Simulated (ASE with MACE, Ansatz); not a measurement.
# Which site? W in place of Co in (10-13) twin boundary in hcp Co with 11 % W, 0 of 8 solute atoms at the boundaries (70 atoms)

At which site of (10-13) twin boundary in hcp Co with 11 % W, 0 of 8 solute atoms at the boundaries (70 atoms) does W in place of Co cost least, and what about the site decides it?

Method: Kohn-Sham DFT, PBE, PAW (set soft_2), plane waves, in Ansatz 0.2.0.

## Step 1: The starting structure

The cell holds 70 atoms: 62 Co and 8 W. Cell: a = 8.600 Å, b = 5.046 Å, c = 20.799 Å, α = 90.0°, β = 90.0°, γ = 116.1°. It derives from Co and W. Two grains of Co, mirror images, two boundaries a cell, the joint chosen and relaxed with the MACE-MP-0b2 potential; the cell scaled by Vegard's rule for 8 W among 70 atoms, 0 of them put at random on the 23 sites nearest the other grain and the rest on the 23 sites farthest from it; atoms relaxed with that potential at fixed cell. Lattice constants are starting values near those of PBE. Regions: lower grain, 38 atoms (33 Co and 5 W); upper grain, 32 atoms (29 Co and 3 W).

Limits known from the start: The cell is under 6 Å thick along one periodic direction, so every atom has periodic images of itself close by, which move with it and show among its neighbours and in g(r). Spin–orbit coupling is left out, which matters for the levels of the heavy elements.

## Step 2: Single point at the start

The forces at the start show how far the geometry lies from a minimum of this functional.

input.yaml reads:

```yaml
crystal:
  lattice:
    - [8.59978, 0.0, 0.0]
    - [-2.22036, 4.53095, 0.0]
    - [0.0, 0.0, 20.79892]
  atoms:
    - { symbol: Co, position: [0.23468, 0.42522, 0.99853], spin: 1.7 }
    - { symbol: Co, position: [0.94218, 0.20624, 0.05113], spin: 1.7 }
    - { symbol: Co, position: [0.47458, 0.35568, 0.054], spin: 1.7 }
    - { symbol: Co, position: [0.182, 0.13692, 0.10041], spin: 1.7 }
    - { symbol: Co, position: [0.70994, 0.28207, 0.10547], spin: 1.7 }
    - { symbol: Co, position: [0.41957, 0.06434, 0.15438], spin: 1.7 }
    - { symbol: W, position: [0.95202, 0.21428, 0.17147] }
    - { symbol: Co, position: [0.65469, 0.49193, 0.20997], spin: 1.7 }
    - { symbol: Co, position: [0.20187, 0.15005, 0.22149], spin: 1.7 }
    - { symbol: Co, position: [0.90674, 0.4398, 0.2742], spin: 1.7 }
    - { symbol: W, position: [0.44044, 0.08233, 0.28038] }
    - { symbol: Co, position: [0.12931, 0.34732, 0.32656], spin: 1.7 }
    - { symbol: W, position: [0.70552, 0.02844, 0.34067] }
    - { symbol: Co, position: [0.38453, 0.28848, 0.38594], spin: 1.7 }
    - { symbol: Co, position: [0.92934, 0.45397, 0.39944], spin: 1.7 }
    - { symbol: Co, position: [0.6277, 0.2245, 0.44264], spin: 1.7 }
    - { symbol: Co, position: [0.16497, 0.37222, 0.44384], spin: 1.7 }
    - { symbol: Co, position: [0.86604, 0.14736, 0.50125], spin: 1.7 }
    - { symbol: Co, position: [0.39938, 0.3004, 0.50222], spin: 1.7 }
    - { symbol: Co, position: [0.94185, 0.20568, 0.9456], spin: 1.7 }
    - { symbol: Co, position: [0.47927, 0.35719, 0.94179], spin: 1.7 }
    - { symbol: Co, position: [0.18046, 0.13709, 0.89577], spin: 1.7 }
    - { symbol: Co, position: [0.71413, 0.27885, 0.89429], spin: 1.7 }
    - { symbol: Co, position: [0.41688, 0.05849, 0.84177], spin: 1.7 }
    - { symbol: Co, position: [0.95886, 0.21439, 0.8291], spin: 1.7 }
    - { symbol: W, position: [0.66328, 0.49509, 0.79209] }
    - { symbol: Co, position: [0.19705, 0.14945, 0.77542], spin: 1.7 }
    - { symbol: W, position: [0.90975, 0.42012, 0.72469] }
    - { symbol: Co, position: [0.44205, 0.09022, 0.71997], spin: 1.7 }
    - { symbol: Co, position: [0.13951, 0.33944, 0.67016], spin: 1.7 }
    - { symbol: Co, position: [0.67888, 0.00879, 0.66206], spin: 1.7 }
    - { symbol: Co, position: [0.38728, 0.28737, 0.61651], spin: 1.7 }
    - { symbol: Co, position: [0.92231, 0.44262, 0.60225], spin: 1.7 }
    - { symbol: Co, position: [0.6284, 0.21987, 0.56167], spin: 1.7 }
    - { symbol: Co, position: [0.15878, 0.36982, 0.55552], spin: 1.7 }
    - { symbol: Co, position: [0.23295, 0.92509, 0.99803], spin: 1.7 }
    - { symbol: Co, position: [0.94115, 0.70657, 0.04742], spin: 1.7 }
    - { symbol: Co, position: [0.47291, 0.85529, 0.05413], spin: 1.7 }
    - { symbol: Co, position: [0.18136, 0.6356, 0.10073], spin: 1.7 }
    - { symbol: Co, position: [0.70927, 0.78249, 0.1054], spin: 1.7 }
    - { symbol: Co, position: [0.41865, 0.56439, 0.15463], spin: 1.7 }
    - { symbol: W, position: [0.9508, 0.71313, 0.16671] }
    - { symbol: Co, position: [0.6549, 0.99047, 0.2103], spin: 1.7 }
    - { symbol: Co, position: [0.20278, 0.65336, 0.22203], spin: 1.7 }
    - { symbol: Co, position: [0.90687, 0.92053, 0.2742], spin: 1.7 }
    - { symbol: W, position: [0.4369, 0.57638, 0.2807] }
    - { symbol: Co, position: [0.13819, 0.85283, 0.32728], spin: 1.7 }
    - { symbol: Co, position: [0.68997, 0.518, 0.33963], spin: 1.7 }
    - { symbol: Co, position: [0.38603, 0.78946, 0.38629], spin: 1.7 }
    - { symbol: Co, position: [0.92983, 0.93954, 0.39921], spin: 1.7 }
    - { symbol: Co, position: [0.62743, 0.71677, 0.44272], spin: 1.7 }
    - { symbol: Co, position: [0.16812, 0.87599, 0.44542], spin: 1.7 }
    - { symbol: Co, position: [0.86485, 0.65079, 0.50128], spin: 1.7 }
    - { symbol: Co, position: [0.40041, 0.79907, 0.50219], spin: 1.7 }
    - { symbol: Co, position: [0.93664, 0.70323, 0.94315], spin: 1.7 }
    - { symbol: Co, position: [0.47491, 0.85666, 0.94135], spin: 1.7 }
    - { symbol: Co, position: [0.17464, 0.62829, 0.89592], spin: 1.7 }
    - { symbol: Co, position: [0.7153, 0.79415, 0.89245], spin: 1.7 }
    - { symbol: Co, position: [0.41328, 0.56066, 0.84313], spin: 1.7 }
    - { symbol: Co, position: [0.96765, 0.73148, 0.82919], spin: 1.7 }
    - { symbol: Co, position: [0.66159, 0.99604, 0.7872], spin: 1.7 }
    - { symbol: Co, position: [0.20378, 0.66111, 0.7771], spin: 1.7 }
    - { symbol: Co, position: [0.90171, 0.92068, 0.72626], spin: 1.7 }
    - { symbol: W, position: [0.43389, 0.58915, 0.71858] }
    - { symbol: Co, position: [0.14913, 0.86138, 0.67368], spin: 1.7 }
    - { symbol: Co, position: [0.68029, 0.5105, 0.6629], spin: 1.7 }
    - { symbol: Co, position: [0.38154, 0.7951, 0.61619], spin: 1.7 }
    - { symbol: Co, position: [0.9172, 0.9351, 0.60582], spin: 1.7 }
    - { symbol: Co, position: [0.62775, 0.72219, 0.56084], spin: 1.7 }
    - { symbol: Co, position: [0.15823, 0.87388, 0.55717], spin: 1.7 }
magnetization:
  spin_polarized: true
kpoints:
  mp_grid: { grid: [2, 4, 1] }
hamiltonian:
  xc: pbe
scf:
  occupations: { method: fermi_dirac, width: 0.1 }
  lower_state_search: "off"
output:
  forces: true
```

On the command line:

```
$ ansatz run input.yaml --threads 6 --pin off --max-ram 102400MiB --backend cuda --events-out ev --progress --plain --runs-dir out
```

Numbers of over 12 decimals in the logs are rounded to 6 here.

The log of the run:

```text
Engine: ansatz 0.2.0, x86_64-unknown-linux-gnu
Pseudopotentials: kind: paw
Pseudopotential: Co, paw, valence charge 17, recommended cutoff 420 eV (normal), Co.paw.azcp
Pseudopotential: W, paw, valence charge 14, recommended cutoff 420 eV (normal), W.paw.azcp
[... 5 lines on functional and potentials left out ...]
device memory: the entry about to start is reckoned to put 29.6 GiB on a device that reports 63.9 GiB free
GPU FFT provider: cuFFT
GPU libraries: cuBLAS 13.8.2, cuFFT 12.4.0, cuSOLVER 12.3.4
Crystal: 70 atoms, lattice volume = 810.434 Å³
Basis set: ecut = 420 eV, 15875 PW (Γ), exchange–correlation on 120×72×288 points (8 copies of the dense FFT grid, shifted against one another)
Bands: 763, of which v1, the nominal top of the filled ones, is band 583 counted from 1 (582 counted from 0)
Symmetry: 1 space group operations
Space group: P1 (ITA 1), of the structure as read, at distance tolerance 9.3e-5 Å
Magnetic group: BNS 1.1 (UNI 1), of the structure as read, at distance tolerance 9.3e-5 Å
k-points: 6 of 8 (time reversal used)
[... 5 lines on functional and potentials left out ...]
Initial density: superposition of atomic densities (chi_scale 0.1, normalization cell, long waves 70 % of neutral atoms (reshape's long-wave potential 1.70 eV rms, cloud 2.88 Å wide))
Starting moments: Σ|m| = 105.4 μB on 62 of 70 sites
Initial wavefunctions: pseudopotential atomic-orbital guess
GPU buffer pool allocated for 311040 grid points (all kernels)
GPU transforms: local potential and band sums: pruned to the plane-wave sphere, on 60×36×144
Functional: x = pbe(κ = 0.804, μ = 0.219515), c = pbe(β = 0.066725)
SCF iter   1: F=—  HF=-400962.814291 eV  |F-HF|=—  |Δ(HF+E_count)|=         —  Δρ=2.11e-1 (↑8.82e-2 ↓2.11e-1)  dr2=4.72e3  dr2_m=4.26e1  M=67.349 μB ∫|m|=72.730 μB  β_m=0.30  ethr=3.10e-3  ⟨swp⟩=4.0  Hψ=26645  notcnv=0  defer=717
preconditioner: auto → Kerker (q_TF=auto, 2.899 Å⁻¹)  [metal: Δε(μ)=0.004 eV  Ē_g=8.098 eV  σ=0.100 eV  W_gap=0.01  n_scr=336 (ndim 8)  ℏωp=32.1 eV  f_vac=0.002  D(μ)=94.70/eV (n_scr^D=1340)]
spin=Collinear: Kerker preconditioning applied to the charge; magnetization (m = ρ↑ − ρ↓) channel mixes plain (no charge-response kernel on spin).
SCF iter   2: F=—  HF=-400958.294038 eV  |F-HF|=—  |Δ(HF+E_count)|=    4.52e0  Δρ=2.72e-1 (↑1.54e-1 ↓2.72e-1)  dr2=2.11e3  dr2_m=5.44e1  M=61.848 μB ∫|m|=67.130 μB  β_m=0.30  ethr=3.10e-3  ⟨swp⟩=3.0  Hψ=18892  notcnv=0  defer=1264
SCF iter   3: F=—  HF=-400914.388065 eV  |F-HF|=—  |Δ(HF+E_count)|=    4.39e1  Δρ=1.50e-1 (↑9.34e-2 ↓1.50e-1)  dr2=2.02e3  dr2_m=1.16e1  M=66.056 μB ∫|m|=73.292 μB  β_m=0.30  ethr=3.10e-3  ⟨swp⟩=3.0  Hψ=19107  notcnv=0  defer=1144
SCF iter   4: F=—  HF=-400901.350136 eV  |F-HF|=—  |Δ(HF+E_count)|=    1.30e1  Δρ=1.18e-1 (↑8.28e-2 ↓1.18e-1)  dr2=5.79e2  dr2_m=8.94e0  M=71.497 μB ∫|m|=79.236 μB  β_m=0.30  ethr=3.10e-3  ⟨swp⟩=3.2  Hψ=20030  notcnv=0  defer=1151
SCF iter   5: F=—  HF=-400892.639663 eV  |F-HF|=—  |Δ(HF+E_count)|=    8.71e0  Δρ=6.84e-2 (↑3.34e-2 ↓6.84e-2)  dr2=8.34e1  dr2_m=6.47e0  M=74.505 μB ∫|m|=83.095 μB  β_m=0.30  ethr=3.10e-3  ⟨swp⟩=3.4  Hψ=19788  notcnv=0  defer=1139
SCF iter   6: F=—  HF=-400890.774305 eV  |F-HF|=—  |Δ(HF+E_count)|=    1.87e0  Δρ=3.77e-2 (↑2.57e-2 ↓3.77e-2)  dr2=2.23e1  dr2_m=4.58e0  M=77.296 μB ∫|m|=86.125 μB  β_m=0.30  ethr=3.10e-3  ⟨swp⟩=3.3  Hψ=10301  notcnv=0  defer=1142
SCF iter   7: F=—  HF=-400890.811768 eV  |F-HF|=—  |Δ(HF+E_count)|=   3.75e-2  Δρ=3.32e-2 (↑1.80e-2 ↓3.32e-2)  dr2=7.26e0  dr2_m=4.02e0  M=77.898 μB ∫|m|=87.312 μB  β_m=0.30  ethr=1.91e-3  ⟨swp⟩=2.2  Hψ=9799  notcnv=0  defer=1130
SCF iter   8: F=—  HF=-400890.907348 eV  |F-HF|=—  |Δ(HF+E_count)|=   9.56e-2  Δρ=2.10e-2 (↑2.10e-2 ↓1.73e-2)  dr2=6.82e0  dr2_m=1.94e0  M=77.380 μB ∫|m|=87.509 μB  β_m=0.30  ethr=6.23e-4  ⟨swp⟩=3.2  Hψ=12891  notcnv=0  defer=1130
SCF iter   9: F=—  HF=-400890.915719 eV  |F-HF|=—  |Δ(HF+E_count)|=   8.37e-3  Δρ=1.84e-2 (↑1.80e-2 ↓1.84e-2)  dr2=3.39e0  dr2_m=1.94e0  M=78.160 μB ∫|m|=88.578 μB  β_m=0.30  ethr=5.85e-4  ⟨swp⟩=2.2  Hψ=9167  notcnv=0  defer=1126
SCF iter  10: F=—  HF=-400891.003455 eV  |F-HF|=—  |Δ(HF+E_count)|=   8.77e-2  Δρ=1.47e-2 (↑1.47e-2 ↓1.43e-2)  dr2=5.02e-1  dr2_m=1.48e0  M=78.795 μB ∫|m|=89.452 μB  β_m=0.30  ethr=2.90e-4  ⟨swp⟩=1.9  Hψ=8155  notcnv=0  defer=1126
[...]
spin-set hold released at iteration 11 (site moments contracting): the magnetisation degrees of freedom join the quasi-Newton model from the next iteration; the mixer history was flushed
[...]
SCF iter  39: F=—  HF=-400891.324529 eV  |F-HF|=—  |Δ(HF+E_count)|=   4.30e-7  Δρ=4.51e-5 (↑2.10e-5 ↓4.51e-5)  dr2=3.84e-5  dr2_m=1.63e-6  M=80.406 μB ∫|m|=92.471 μB  β_m=0.28  ethr=3.22e-10  ⟨swp⟩=2.0  Hψ=14851  notcnv=0  defer=1122
SCF iter  40: F=—  HF=-400891.324528 eV  |F-HF|=—  |Δ(HF+E_count)|=   9.98e-7  Δρ=1.91e-5 (↑9.69e-6 ↓1.91e-5)  dr2=1.04e-5  dr2_m=4.34e-7  M=80.405 μB ∫|m|=92.471 μB  β_m=0.25  ethr=3.22e-10  ⟨swp⟩=2.0  Hψ=14848  notcnv=0  defer=1122
SCF iter  41: F=—  HF=-400891.324527 eV  |F-HF|=—  |Δ(HF+E_count)|=   4.51e-8  Δρ=1.21e-5 (↑5.31e-6 ↓1.21e-5)  dr2=3.43e-6  dr2_m=2.52e-7  M=80.405 μB ∫|m|=92.471 μB  β_m=0.29  ethr=3.22e-10  ⟨swp⟩=1.0  Hψ=8034  notcnv=0  defer=1122
SCF iter  42: F=—  HF=-400891.324528 eV  |F-HF|=—  |Δ(HF+E_count)|=   3.61e-8  Δρ=8.57e-6 (↑6.23e-6 ↓8.57e-6)  dr2=1.90e-6  dr2_m=1.16e-7  M=80.405 μB ∫|m|=92.470 μB  β_m=0.30  ethr=2.94e-10  ⟨swp⟩=1.0  Hψ=8034  notcnv=0  defer=1122
SCF iter  43: F=—  HF=-400891.324528 eV  |F-HF|=—  |Δ(HF+E_count)|=   1.04e-7  Δρ=1.28e-5 (↑5.39e-6 ↓1.28e-5)  dr2=2.45e-6  dr2_m=1.58e-7  M=80.405 μB ∫|m|=92.470 μB  β_m=0.22  ethr=1.63e-10  ⟨swp⟩=2.1  Hψ=14572  notcnv=0  defer=1122
SCF iter  44: F=—  HF=-400891.324528 eV  |F-HF|=—  |Δ(HF+E_count)|=   5.82e-8  Δρ=3.75e-6 (↑2.98e-6 ↓3.75e-6)  dr2=1.62e-7  dr2_m=5.66e-8  M=80.405 μB ∫|m|=92.470 μB  β_m=0.38  ethr=1.63e-10  ⟨swp⟩=1.3  Hψ=8038  notcnv=0  defer=1122
SCF iter  45: F=—  HF=-400891.324528 eV  |F-HF|=—  |Δ(HF+E_count)|=   2.03e-8  Δρ=6.80e-6 (↑3.31e-6 ↓6.80e-6)  dr2=8.98e-7  dr2_m=4.49e-8  M=80.405 μB ∫|m|=92.470 μB  β_m=0.38  ethr=8.58e-12  ⟨swp⟩=3.0  Hψ=22882  notcnv=0
SCF iter  46: F=—  HF=-400891.324527 eV  |F-HF|=—  |Δ(HF+E_count)|=   1.66e-7  Δρ=7.90e-6 (↑3.41e-6 ↓7.90e-6)  dr2=9.15e-7  dr2_m=5.89e-8  M=80.405 μB ∫|m|=92.470 μB  β_m=0.27  ethr=1.39e-11  ⟨swp⟩=2.0  Hψ=15009  notcnv=0  defer=1122
SCF iter  47: F=—  HF=-400891.324527 eV  |F-HF|=—  |Δ(HF+E_count)|=   2.01e-8  Δρ=4.05e-6 (↑1.79e-6 ↓4.05e-6)  dr2=2.45e-7  dr2_m=1.81e-8  M=80.405 μB ∫|m|=92.470 μB  β_m=0.21  ethr=1.39e-11  ⟨swp⟩=1.0  Hψ=8034  notcnv=0  defer=1122
SCF iter  48: F=-400891.324527 eV  HF=-400891.324527 eV  |F-HF|=6.75e-8  |Δ(HF+E_count)|=   3.96e-9  Δρ=2.39e-6 (↑6.96e-7 ↓2.39e-6)  dr2=7.81e-8  dr2_m=7.82e-9  M=80.405 μB ∫|m|=92.470 μB  ethr=8.58e-12  ⟨swp⟩=1.8  Hψ=17794  notcnv=0
SCF 1 converged in 48 iterations: F = -400891.324527 eV  dr2 = 7.81e-8
  greatest PAW one-centre occupation: 1.001 electrons in one spin orbital (limit 2), on the Co atom at site 19 (counted from 0), in its partial waves of l = 1
SCF converged after 48 iterations
Magnetization: 80.4047 μB (623.2024 up, 542.7976 down)
Absolute magnetization: 92.4951 μB (∫|ρ↑−ρ↓|, with the PAW one-centre terms)
Spin contamination: 2.2888 ħ² per cell (⟨S²⟩ above its minimum at these occupations)
Per-site moments (μB) at R_I (Å): [(1.740362, 1.029722), (1.567387, 0.905401), (1.748353, 0.962837), (1.342851, 1.013503), (1.333887, 1.013973), [...]
Free energy (F): -400891.324527 eV
Harris-Foulkes:  -400891.324527 eV  (|F-HF|=6.75e-8)
Internal energy: -400888.765437 eV  (E = F + TS)
E sigma→0 (E₀):  -400890.044982 eV
Entropy (-TS):   -2.559091 eV (-36.558 meV/atom)
Fermi energy:    18.953014 eV
--- Per-component energies (eV) ---
  E_band       = -15893.825878
  E_kinetic    = 31773.491523
  E_local      = -192705.383652  (includes V_loc(G=0)·N_el)
  E_nonlocal   = 28163.214638
  E_hartree    = 81413.375929
  E_xc         = -12000.907380
  E_vxc        = -14641.618840  (∫ρ·V_xc dr)
  E_paw        = -162446.769080  (= ΣΔE_a)
  E_vpaw       = -31310.297865  (= ΣTr[D̂ρ^β])
  E_aug_tail   = 0.004600  (compensation charges beyond the density's cutoff)
  E_ewald      = -175085.792015
  E_smearing   = -2.559091  (= −TS)
  E_closure    = 0.000000  (closes the sum)
  Σ components = -400891.324527   (vs F -400891.324527, Δ=0.00e0)
--- Forces (eV/Å), atoms counted from 1 ---
  atom   1  Co     0.05079878     0.02279851    -0.04735778
  atom   2  Co    -0.36035605    -0.16231658     0.21520445
  atom   3  Co     0.12591982     0.05922756     0.04963457
  atom   4  Co     0.27782038     0.09210347    -0.25525286
  atom   5  Co    -0.13200183    -0.07051357     0.02080584
  atom   6  Co    -0.20338503    -0.08598497     0.23658209
  atom   7  W      0.11206252     0.02371052    -0.04078864
  atom   8  Co     0.22304636     0.10445986     0.09753556
  atom   9  Co     0.14394353     0.06099797     0.26121083
  atom  10  Co    -0.25461154    -0.11003273    -0.06504804
  atom  11  W     -0.29785370    -0.19987446    -0.19831617
  atom  12  Co     0.34011607     0.16153025    -0.10919434
  atom  13  W      0.10588326     0.04690711     0.30179431
  atom  14  Co     0.11839940     0.04766271    -0.04201718
[...]
atom  69  Co    -0.06980582    -0.11208921     0.11252696
  atom  70  Co     0.11197711     0.08114191    -0.10824218
  max |Σ_I F_I| component: 3.94e-5 eV/Å
```

Wall time 20 s (1 × NVIDIA H100 80GB HBM3 with 6 threads of AMD EPYC 7R13 (Zen 3), shared host); peak memory 1.6 GiB.

That memory is the host's; the program planned 29.6 GiB on the GPU.

The r.m.s. force at the start is 0.14 eV/Å.

(Part 1 of 3 ends here.)

[Logs are printed without paths, hosts, clocks, repeated set-up lines and the standing remarks that a program may print on its own settings, such as how far it seeks lower states.]

[Hosts, paths, dates, database ids (printed as entryN), source tags and the programs' standing remarks are cut or masked in the printed files.]
